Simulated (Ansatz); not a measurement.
# Calculated records

```
From HSE06 to G0W0: Ge2WN4 (MoSi2N4-type monolayer)
1.0
     3.02257    0.00000    0.00000
    -1.51128    2.61762    0.00000
     0.00000    0.00000   38.00000
W N Ge
1 4 2
Direct
  0.00000 0.00000 0.50000
  0.33333 0.66667 0.53203
  0.33333 0.66667 0.46797
  0.66667 0.33333 0.59762
  0.66667 0.33333 0.40238
  0.33333 0.66667 0.58143
  0.33333 0.66667 0.41857
# method: G0W0 on HSE06, plane waves, PAW; PAW set soft_1 (and 1 further level or step)
# program: Ansatz 0.2.0
# settings of one run: cutoff 420 eV, 6×6×1 k-mesh, PAW set soft 1, empty bands 166, screening cutoff 39 eV, screening contour deformation, QP bands (v2, c2)
# cost: 2 runs, 6 min in all on 4 threads of Arm Neoverse V1, shared host (the runs of this entry)
# notes: In doubt: masses and optical values from hybrid runs of this build are listed as unsure (in some of the runs), which bears on the screening that GW takes from such a start. Values taken over the cell’s volume include its vacuum. The program’s warnings: metallic iterate. The structure was relaxed with PBE. Limits: coarse mesh for a sheet; no spin-orbit coupling. For the G0W0 step: the program’s warnings for this run: metallic iterate.
# HSE06 gap over mesh and listed points: 1.638 eV, from k = Γ to k = (0.333, 0.333, 0.000)
# G0W0@HSE06 gap over 6 of 7 irreducible mesh points: 2.111 eV, from k = Γ to k = (0.333, 0.333, 0.000)
# GW settings: 6×6×1 mesh, 166 empty bands, screening to 39 eV, PAW set soft_1 files
# known limits: finite bands, screening cutoff and k mesh; no spin-orbit coupling in G0W0; screening cutoff under 40 eV
```

[Paths, hosts, dates, memory and timing lines, banners, echoed tables and standing remarks are left out of the program output.]

[Logs are printed without paths, hosts, clocks, repeated set-up lines and the standing remarks that a program may print on its own settings, such as how far it seeks lower states.]

[Runs of the session that timed out or met a known fault of the program may be left out.]

[Cells called generated may have been cut or substituted from an entry of the Crystallography Open Database or the Materials Project.]

[Hosts, paths, dates, database ids (printed as entryN), source tags and the programs' standing remarks are cut or masked in the printed files.]
